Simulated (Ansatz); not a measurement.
## Sensitivity of the G0W0 gap of Bi2Te3 (Tellurobismuthite)

Aim: change settings of a G0W0 run on Bi2Te3 (Tellurobismuthite) and see what moves.

Calculated with Ansatz 0.2.0; G0W0 on PBE, plane waves, PAW.

## 1. The starting structure

Symmetry: R-3m, No. 166, trigonal system. The conventional cell has a = 4.386 Å, b = 4.386 Å, c = 30.497 Å, α = 90.00°, β = 90.00°, γ = 120.00°. Bi has 6 Te at 3.07 to 3.25 Å nearest. Te has 6 Bi at 3.25 Å nearest. Nearest to Te lie 3 Bi at 3.07 Å. Farther neighbours and most contacts between anions are not listed.

As a file:

```cif
data_structure
_symmetry_space_group_name_H-M 'P 1'
_symmetry_Int_Tables_number 1
_cell_length_a 10.4763
_cell_length_b 10.4763
_cell_length_c 10.4763
_cell_angle_alpha 24.166
_cell_angle_beta 24.166
_cell_angle_gamma 24.166
_cell_volume 169.36
loop_
_atom_site_label
_atom_site_type_symbol
_atom_site_fract_x
_atom_site_fract_y
_atom_site_fract_z
_atom_site_occupancy
Bi1 Bi 0.40000 0.40000 0.40000 1
Bi2 Bi 0.60000 0.60000 0.60000 1
Te3 Te 0.00000 0.00000 0.00000 1
Te4 Te 0.20950 0.20950 0.20950 1
Te5 Te 0.79050 0.79050 0.79050 1
```

The cell and positions come from the Crystallography Open Database and are kept as given unless a step says otherwise. Spin-orbit coupling is left out unless a step names it. The default PAW set here is soft_2. Its files were made with PBE.

## 2. The base run: 4×4×4 mesh, 505 empty bands, screening to 120 eV

Now the one-shot GW correction: screening in the RPA, then the self-energy of the levels asked for.

input.yaml reads:

```yaml
crystal:
  lattice:
    - [2.193, 1.2661291403, 10.1656666667]
    - [-2.193, 1.2661291403, 10.1656666667]
    - [0.0, -2.5322582807, 10.1656666667]
  atoms:
    - { symbol: Bi, position: [0.4, 0.4, 0.4] }
    - { symbol: Bi, position: [0.6, 0.6, 0.6] }
    - { symbol: Te, position: [0.0, 0.0, 0.0] }
    - { symbol: Te, position: [0.2095, 0.2095, 0.2095] }
    - { symbol: Te, position: [0.7905, 0.7905, 0.7905] }
kpoints:
  mp_grid: { grid: [4, 4, 4] }
hamiltonian:
  xc: pbe
scf:
  occupations: { method: fixed }
gw:
  n_empty_bands: 505
  ecut_chi: 120
  qp_bands: [v2, c2]
  qp_kpoints: band_edges
  screening: { model: contour_deformation }
```

Started as:

```
> ansatz run input.yaml --threads 3 --pin off --max-ram 92160MiB --backend cuda --events-out ev --progress --plain --runs-dir out --devices 1 --max-vram 13GiB  # rebuilt from the run's record
```

Numbers of over 12 decimals in the logs are rounded to 6 here.

The log of the run:

```text
GPUs: using 1 of 1 available (devices: 1).
Engine: ansatz 0.2.0, x86_64-unknown-linux-gnu
Pseudopotentials: kind: paw
Pseudopotential: Bi, paw, valence charge 15, recommended cutoff 420 eV (normal), Bi.paw.azcp
Pseudopotential: Te, paw, valence charge 16, recommended cutoff 420 eV (normal), Te.paw.azcp
Functional definition: PBE
  parameter kappa = 0.804
  parameter beta = 0.066725
  exchange = pbe_x(kappa = kappa, mu = beta*pi^2/3)
  correlation = pbe_c(beta = beta)
device memory: the entry about to start is reckoned to put 4.8 GiB on a device that reports 47.6 GiB free (of which the cap on the GPU budget leaves the run 13.0 GiB)
GPU FFT provider: cuFFT
GPU libraries: cuBLAS 13.8.2, cuFFT 12.4.0, cuSOLVER 12.3.4
Crystal: 5 atoms, lattice volume = 169.357 Å³
Basis set: ecut = 420 eV, 3345 PW (Γ)
Bands: 47, of which v1, the nominal top of the filled ones, is band 39 counted from 1 (38 counted from 0)
Symmetry: 12 space group operations
Space group: R-3m (ITA 166), of the structure as read, at distance tolerance 5.5e-5 Å
k-points: 13 of 64
Non-local potential: Bi, projectors of the file, l = 0: 2, l = 1: 2, l = 2: 2, l = 3: 2
Non-local potential: Te, projectors of the file, l = 0: 2, l = 1: 2, l = 2: 2, l = 3: 2
PAW form: soft (Blöchl's): semilocal exchange-correlation on the pseudo side does not see the compensation charge
PAW one-centre angular grid: Bi, 590 points (default); XC on 64 Gauss nodes
PAW one-centre angular grid: Te, 590 points (default); XC on 64 Gauss nodes
Initial density: superposition of atomic densities (neutral atoms: chi_scale 0, normalization atom), corrected by the library's trained network
Initial wavefunctions: pseudopotential atomic-orbital guess
GPU buffer pool allocated for 373248 grid points (all kernels)
GPU transforms: local potential and band sums: pruned to the plane-wave sphere, on 72×72×72
Functional: x = pbe(κ = 0.804, μ = 0.219515), c = pbe(β = 0.066725)
SCF iter   1: F=—  HF=-45734.113925 eV  |F-HF|=—  |Δ(HF+E_count)|=         —  Δρ=1.01e-3  dr2=2.67e-3  ethr=1.77e-3  ⟨swp⟩=5.2  Hψ=2030  notcnv=0  defer=71
preconditioner: auto → Resta (q_TF=auto, 2.398 Å⁻¹)  ε∞=4.2  [insulator: Δε(μ)=0.295 eV  Ē_g=8.431 eV  n_scr=42 (ndim 8)  ℏωp=15.1 eV  f_vac=0.015  ε∞_Penn≈4.2]
SCF iter   2: F=—  HF=-45734.110771 eV  |F-HF|=—  |Δ(HF+E_count)|=   3.15e-3  Δρ=5.24e-4  dr2=5.06e-4  ethr=3.43e-6  ⟨swp⟩=2.9  Hψ=1308  notcnv=0  defer=76
SCF iter   3: F=—  HF=-45734.110949 eV  |F-HF|=—  |Δ(HF+E_count)|=   1.78e-4  Δρ=2.10e-4  dr2=7.17e-5  ethr=6.48e-7  ⟨swp⟩=2.0  Hψ=920  notcnv=0  defer=75
SCF iter   4: F=—  HF=-45734.111007 eV  |F-HF|=—  |Δ(HF+E_count)|=   5.82e-5  Δρ=7.22e-5  dr2=1.24e-5  ethr=9.20e-8  ⟨swp⟩=2.0  Hψ=769  notcnv=0  defer=62
[...]
E_closure    = 0.000000  (closes the sum)
  Σ components = -45734.111013   (vs F -45734.111013, Δ=0.00e0)
--- Band table (eV; the first three rows and the last of 13) ---
  k-point 0: bands = [... 35 lower, 7.6072, 8.4498, 8.4498, 9.3148, 9.6120, 9.9675, 9.9675, 11.2870, ... 4 higher]
  k-point 1: bands = [... 35 lower, 7.2935, 8.3348, 8.4376, 8.7001, 10.3347, 10.7445, 10.7789, 11.8306, ... 4 higher]
  k-point 2: bands = [... 35 lower, 6.4065, 6.9024, 8.4003, 8.8063, 9.8946, 10.3731, 12.0634, 12.1010, ... 4 higher]
  k-point 12: bands = [... 35 lower, 7.9025, 8.1598, 8.1598, 8.8749, 10.1603, 10.4495, 10.4495, 10.9607, ... 4 higher]
--- G₀W₀: contour deformation, 8 samples at zero and on the imaginary axis and 1 off it, 64 q-points, 505 empty bands' worth ---
  eigenvalues of the whole cell's RPA ε∞ on this k-mesh (on a slab, of 1 + 4πα/V) = 47.4077, 47.4077, 54.4403; static W/v taken at q = 0 is 0.022297
  bands read: the sum over 544 bands ends inside a degenerate multiplet in 2 slots, whose members it reads at an even weight; the widest, k=7: bands 544 to 545 (counted from 1) at 1/2 each
  gw.qp_kpoints: band_edges: 8 of 13 stored k-points solved, in 1 pass; an edge of the gap read off the rows below is read off those points alone
    valence top: of the k-points left out ik 1 came nearest to being solved in a further pass, in band 39 (counted from 1, as in the quasiparticle table): it holds the edge there only if its correction is more favourable than any solved in that band by at least 0.587 eV; those differ by 0.099 eV
    conduction bottom: of the k-points left out ik 1 came nearest to being solved in a further pass, in band 40 (counted from 1, as in the quasiparticle table): it holds the edge there only if its correction is more favourable than any solved in that band by at least 0.699 eV; those differ by 0.055 eV
  `?` marks the rows in doubt; gw_qp.tsv's column doubts and the gw_qp event give each row's grounds
    ik  band        ε_KS         Σx   Σc(E_QP)       V_xc       Z   E_QP_lin       E_QP  E_QP is
     0    38      8.4498   -15.3293     1.0644   -13.8783  0.7388     8.0538     8.0632  root
     0    39      9.3148   -14.6093    -0.0278   -14.3399  0.7526     9.0271     9.0176  root ?
     0    40      9.6120   -10.0424    -2.9030   -12.8399  0.7704     9.5066     9.5065  root
     0    41      9.9675   -10.0316    -2.9732   -12.8830  0.7590     9.8458     9.8456  root
     2    38      8.4003   -15.2981     1.0594   -13.8473  0.7384     8.0006     8.0089  root
     2    39      8.8063   -14.7723     0.4060   -14.0409  0.7497     8.4731     8.4808  root
     2    40      9.8946    -9.8159    -3.0166   -12.7273  0.7687     9.7894     9.7894  root
     2    41     10.3731    -9.9764    -3.0523   -12.9172  0.7571    10.2618    10.2615  root
     5    38      7.5378   -14.3934     1.2032   -12.8380  0.7317     7.1769     7.1856  root
[...]
11    41     10.4927    -9.8909    -3.0939   -12.8803  0.7606    10.3883    10.3881  root
    12    38      8.1598   -15.2913     1.2883   -13.6238  0.7282     7.7710     7.7806  root
    12    39      8.8749   -14.5522     0.2486   -14.0205  0.7482     8.5970     8.5918  root ?
    12    40     10.1603   -10.2181    -3.1342   -13.2340  0.7497    10.0422    10.0419  root
    12    41     10.4495   -10.2434    -3.2048   -13.3376  0.7445    10.3389    10.3390  root
[key lines of the parts left out:]
SCF converged after 7 iterations
Free energy (F): -45734.111013 eV
Fermi energy:    9.314846 eV
```

Elapsed: 68 s, on 1 × NVIDIA H100 80GB HBM3 (shared by 6 runs) with 3 threads of AMD EPYC 7R13 (Zen 3), shared host; peak memory 2.2 GiB.

Numbers from this step:

```yaml
bands_summed: 544
rpa_eps_infinity_on_this_mesh_eigenvalues: 47.41, 47.41, 54.44
plane_waves_in_the_screening_matrix: 505
q_points_in_the_mesh: 64
g0w0_gap_on_the_mesh: 0.4889 eV
k_of_the_valence_top: 0, 0, 0
k_of_the_conduction_bottom: 0, 0, 0
starting_gap_on_the_mesh: 0.2971 eV
z_at_the_valence_top: 0.7526
z_at_the_conduction_bottom: 0.7704
least_direct_g0w0_gap_on_the_computed_points: 0.4889 eV
```

The gap on the mesh goes from 0.30 eV to 0.49 eV, a correction of +0.19 eV. The program marks an edge row as in doubt. Between the two edge states, bare exchange in place of the xc potential would open the gap by 3.07 eV, and correlation takes back 2.88 eV.

## 3. Variant: low screening cutoff

Changes to input.yaml since step 2:

```diff
@@ -19,3 +19,3 @@
   n_empty_bands: 505
-  ecut_chi: 120
+  ecut_chi: 25
   qp_bands: [v2, c2]
```

The log of the run:

```text
GPUs: using 1 of 1 available (devices: 1).
[...]
GPU FFT provider: cuFFT
GPU libraries: cuBLAS 13.8.2, cuFFT 12.4.0, cuSOLVER 12.3.4
Crystal: 5 atoms, lattice volume = 169.357 Å³
Basis set: ecut = 420 eV, 3345 PW (Γ)
Bands: 47, of which v1, the nominal top of the filled ones, is band 39 counted from 1 (38 counted from 0)
Symmetry: 12 space group operations
[...]
k-points: 13 of 64
[...]
GPU buffer pool allocated for 373248 grid points (all kernels)
[...]
SCF iter   1: F=—  HF=-45734.113925 eV  |F-HF|=—  |Δ(HF+E_count)|=         —  Δρ=1.01e-3  dr2=2.67e-3  ethr=1.77e-3  ⟨swp⟩=5.2  Hψ=2030  notcnv=0  defer=71
[...]
SCF iter   7: F=-45734.111013 eV  HF=-45734.111013 eV  |F-HF|=1.02e-10  |Δ(HF+E_count)|=   2.63e-7  Δρ=2.79e-6  dr2=1.35e-8  ethr=1.28e-10  ⟨swp⟩=11.3  Hψ=2739  notcnv=0
SCF 1 converged in 7 iterations: F = -45734.111013 eV  dr2 = 1.35e-8
[...]
NSCF: frozen V_eff on 13 k-points
[...]
G₀W₀ screening: q 1/13
[... further progress lines ...]
[...]
SCF converged after 7 iterations
Free energy (F): -45734.111013 eV
[...]
Internal energy: -45734.111013 eV  (E = F + TS)
E sigma→0 (E₀):  -45734.111013 eV
Fermi energy:    9.314846 eV
[...]
--- Band table (eV; the first three rows and the last of 13) ---
  k-point 0: bands = [... 35 lower, 7.6072, 8.4498, 8.4498, 9.3148, 9.6120, 9.9675, 9.9675, 11.2870, ... 4 higher]
  k-point 1: bands = [... 35 lower, 7.2935, 8.3348, 8.4376, 8.7001, 10.3347, 10.7445, 10.7789, 11.8306, ... 4 higher]
  k-point 2: bands = [... 35 lower, 6.4065, 6.9024, 8.4003, 8.8063, 9.8946, 10.3731, 12.0634, 12.1010, ... 4 higher]
  k-point 12: bands = [... 35 lower, 7.9025, 8.1598, 8.1598, 8.8749, 10.1603, 10.4495, 10.4495, 10.9607, ... 4 higher]
[...]
0    38      8.4498   -15.3293     1.5571   -13.8783  0.7530     8.5556     8.5559  root
     0    39      9.3148   -14.6093     0.4954   -14.3399  0.7664     9.5406     9.5409  root
     0    40      9.6120   -10.0424    -2.5512   -12.8399  0.7803     9.8568     9.8583  root
     0    41      9.9675   -10.0316    -2.5751   -12.8830  0.7707    10.2395    10.2438  root
     2    38      8.4003   -15.2981     1.5499   -13.8473  0.7525     8.4993     8.4994  root
     2    39      8.8063   -14.7723     0.8928   -14.0409  0.7636     8.9674     8.9675  root
     2    40      9.8946    -9.8159    -2.6572   -12.7273  0.7792    10.1469    10.1488  root
     2    41     10.3731    -9.9764    -2.6449   -12.9172  0.7688    10.6568    10.6690  root ?
     5    38      7.5378   -14.3934     1.5830   -12.8380  0.7446     7.5654     7.5654  root
[...]
7    41     10.1661   -10.1328    -2.6364   -13.0655  0.7649    10.4515    10.4624  root ?
[...]
11    40     10.4636    -9.7587    -2.7992   -12.8345  0.7711    10.7358    10.7402  root
    11    41     10.4927    -9.8909    -2.6942   -12.8803  0.7719    10.7752    10.7879  root ?
    12    38      8.1598   -15.2913     1.7518   -13.6238  0.7417     8.2439     8.2441  root
    12    39      8.8749   -14.5522     0.7304   -14.0205  0.7608     9.0728     9.0736  root
    12    40     10.1603   -10.2181    -2.7264   -13.2340  0.7623    10.4408    10.4498  root ?
    12    41     10.4495   -10.2434    -2.7902   -13.3376  0.7564    10.7576    10.7536  root
```

It took 67 s on 1 × NVIDIA H100 80GB HBM3 (shared by 6 runs) with 3 threads; peak memory 1.8 GiB; 2 min of CPU time.

Against the base:

| setting | base | variant |
| --- | --- | --- |
| screening cutoff (eV) | 120 | 25 |

| quantity | variant | base |
| --- | --- | --- |
| starting gap on the mesh | 0.297 | 0.297 |
| G0W0 gap on the mesh | 0.317 | 0.489 |
| least direct G0W0 gap on the computed points | 0.317 | 0.489 |
| Z at the valence top | 0.766 | 0.753 |
| Z at the conduction bottom | 0.780 | 0.770 |

## 4. Variant: wider window of levels

Changes to input.yaml since step 3:

```diff
@@ -18,6 +18,6 @@
 gw:
-  n_empty_bands: 505
-  ecut_chi: 25
-  qp_bands: [v2, c2]
-  qp_kpoints: band_edges
+  n_empty_bands: 384
+  ecut_chi: 100
+  qp_bands: [v6, c6]
+  qp_kpoints: [[0, 0, 0]]
   screening: { model: contour_deformation }
```

The log of the run:

```text
GPUs: using 1 of 1 available (devices: 1).
[...]
GPU FFT provider: cuFFT
GPU libraries: cuBLAS 13.8.2, cuFFT 12.4.0, cuSOLVER 12.3.4
Crystal: 5 atoms, lattice volume = 169.357 Å³
Basis set: ecut = 420 eV, 3345 PW (Γ)
Bands: 47, of which v1, the nominal top of the filled ones, is band 39 counted from 1 (38 counted from 0)
Symmetry: 12 space group operations
[...]
k-points: 13 of 64
[...]
GPU buffer pool allocated for 373248 grid points (all kernels)
[...]
SCF iter   1: F=—  HF=-45734.113925 eV  |F-HF|=—  |Δ(HF+E_count)|=         —  Δρ=1.01e-3  dr2=2.67e-3  ethr=1.77e-3  ⟨swp⟩=5.2  Hψ=2030  notcnv=0  defer=71
[...]
SCF iter   7: F=-45734.111013 eV  HF=-45734.111013 eV  |F-HF|=1.02e-10  |Δ(HF+E_count)|=   2.63e-7  Δρ=2.79e-6  dr2=1.35e-8  ethr=1.28e-10  ⟨swp⟩=11.3  Hψ=2739  notcnv=0
SCF 1 converged in 7 iterations: F = -45734.111013 eV  dr2 = 1.35e-8
[...]
G₀W₀ screening: q 1/13
[... further progress lines ...]
[...]
SCF converged after 7 iterations
Free energy (F): -45734.111013 eV
[...]
Internal energy: -45734.111013 eV  (E = F + TS)
E sigma→0 (E₀):  -45734.111013 eV
Fermi energy:    9.314846 eV
[...]
--- Band table (eV; the first three rows and the last of 13) ---
  k-point 0: bands = [... 35 lower, 7.6072, 8.4498, 8.4498, 9.3148, 9.6120, 9.9675, 9.9675, 11.2870, ... 4 higher]
  k-point 1: bands = [... 35 lower, 7.2935, 8.3348, 8.4376, 8.7001, 10.3347, 10.7445, 10.7789, 11.8306, ... 4 higher]
  k-point 2: bands = [... 35 lower, 6.4065, 6.9024, 8.4003, 8.8063, 9.8946, 10.3731, 12.0634, 12.1010, ... 4 higher]
  k-point 12: bands = [... 35 lower, 7.9025, 8.1598, 8.1598, 8.8749, 10.1603, 10.4495, 10.4495, 10.9607, ... 4 higher]
[...]
0    34      7.5837   -15.4539     1.6500   -13.4909  0.7244     7.2629     7.2707  root
     0    35      7.6072   -15.5163     1.6217   -13.5843  0.7167     7.2888     7.2967  root
     0    36      7.6072   -15.5163     1.6217   -13.5843  0.7167     7.2888     7.2967  root
     0    37      8.4498   -15.3293     1.1313   -13.8783  0.7392     8.1222     8.1300  root
     0    38      8.4498   -15.3293     1.1313   -13.8783  0.7392     8.1222     8.1300  root
     0    39      9.3148   -14.6093     0.0596   -14.3399  0.7530     9.1055     9.1051  root
     0    40      9.6120   -10.0424    -2.8349   -12.8399  0.7707     9.5746     9.5746  root
     0    41      9.9675   -10.0316    -2.9083   -12.8830  0.7593     9.9106     9.9105  root
     0    42      9.9675   -10.0316    -2.9083   -12.8830  0.7593     9.9106     9.9105  root
     0    43     11.2870    -9.2266    -3.7662   -12.9656  0.7405    11.2599    11.2599  root
     0    44     11.4256    -9.9632    -3.7501   -13.7117  0.7282    11.4241    11.4241  root
     0    45     11.4256    -9.9632    -3.7501   -13.7117  0.7282    11.4241    11.4241  root
```

Wall time 30 s (1 × NVIDIA H100 80GB HBM3 (shared by 6 runs) with 3 threads); peak memory 1.6 GiB.

Absolute levels on the run's own zero. QP, by row:

| k index | band | KS (eV) | Sigma_x (eV) | Sigma_c (eV) | Vxc (eV) | Z | QP linearised (eV) | QP (eV) | source | doubts |
| --- | --- | --- | --- | --- | --- | --- | --- | --- | --- | --- |
| 0 | 34 | 7.584 | -15.45 | 1.65 | -13.49 | 0.7244 | 7.263 | 7.271 | root |  |
| 0 | 35 | 7.607 | -15.52 | 1.622 | -13.58 | 0.7167 | 7.289 | 7.297 | root |  |
| 0 | 36 | 7.607 | -15.52 | 1.622 | -13.58 | 0.7167 | 7.289 | 7.297 | root |  |
| 0 | 37 | 8.45 | -15.33 | 1.131 | -13.88 | 0.7392 | 8.122 | 8.13 | root |  |
| 0 | 38 | 8.45 | -15.33 | 1.131 | -13.88 | 0.7392 | 8.122 | 8.13 | root |  |
| 0 | 39 | 9.315 | -14.61 | 0.0596 | -14.34 | 0.753 | 9.105 | 9.105 | root |  |
| 0 | 40 | 9.612 | -10.04 | -2.835 | -12.84 | 0.7707 | 9.575 | 9.575 | root |  |
| 0 | 41 | 9.967 | -10.03 | -2.908 | -12.88 | 0.7593 | 9.911 | 9.911 | root |  |
| 0 | 42 | 9.967 | -10.03 | -2.908 | -12.88 | 0.7593 | 9.911 | 9.911 | root |  |
| 0 | 43 | 11.29 | -9.227 | -3.766 | -12.97 | 0.7405 | 11.26 | 11.26 | root |  |
| 0 | 44 | 11.43 | -9.963 | -3.75 | -13.71 | 0.7282 | 11.42 | 11.42 | root |  |
| 0 | 45 | 11.43 | -9.963 | -3.75 | -13.71 | 0.7282 | 11.42 | 11.42 | root |  |

Against the base:

| setting | base | variant |
| --- | --- | --- |
| empty bands | 505 | 384 |
| screening cutoff (eV) | 120 | 100 |
| levels asked | v2 to c2 | v6 to c6 |
| points asked | band edges | [[0, 0, 0]] |

## 5. What came out

```
base                   : 0.49 eV, 68 s
low screening cutoff   : 0.32 eV, 67 s
wider window of levels : direct gap at the listed points 0.47 eV, 30 s
```

Low screening cutoff: the gap moves by −0.17 eV; such settings are too crude to quote. Wider window of levels: only the listed points were computed; the least direct gap there is 0.47 eV, with empty bands, screening cutoff, levels asked and points asked changed against the base. All runs here use a coarse mesh and modest cutoffs; they test settings and are not final values. Where an edge is built on 6p states of lead, bismuth or thallium, scalar-relativistic gaps usually stand too wide, by a few tenths to over one eV. With atoms this heavy and so narrow a gap, spin-orbit coupling can invert the bands. These scalar-relativistic gaps are then model values, not to be set against experiment, and a spin-orbit change taken from DFT can't simply be added. The RPA ε∞ on this mesh reaches over 25; with a narrow direct gap a coarse mesh can overstate it, and the correction is then too small. The program marks a band-edge row as in doubt, so the gap is less sure than its digits.

[Paths, hosts, dates, memory and timing lines, banners, echoed tables and standing remarks are left out of the program output.]

[Logs are printed without paths, hosts, clocks, repeated set-up lines and the standing remarks that a program may print on its own settings, such as how far it seeks lower states.]

[Runs of the session that timed out or met a known fault of the program may be left out.]

[Cells called generated may have been cut or substituted from an entry of the Crystallography Open Database or the Materials Project.]

[Hosts, paths, dates, database ids (printed as entryN), source tags and the programs' standing remarks are cut or masked in the printed files.]
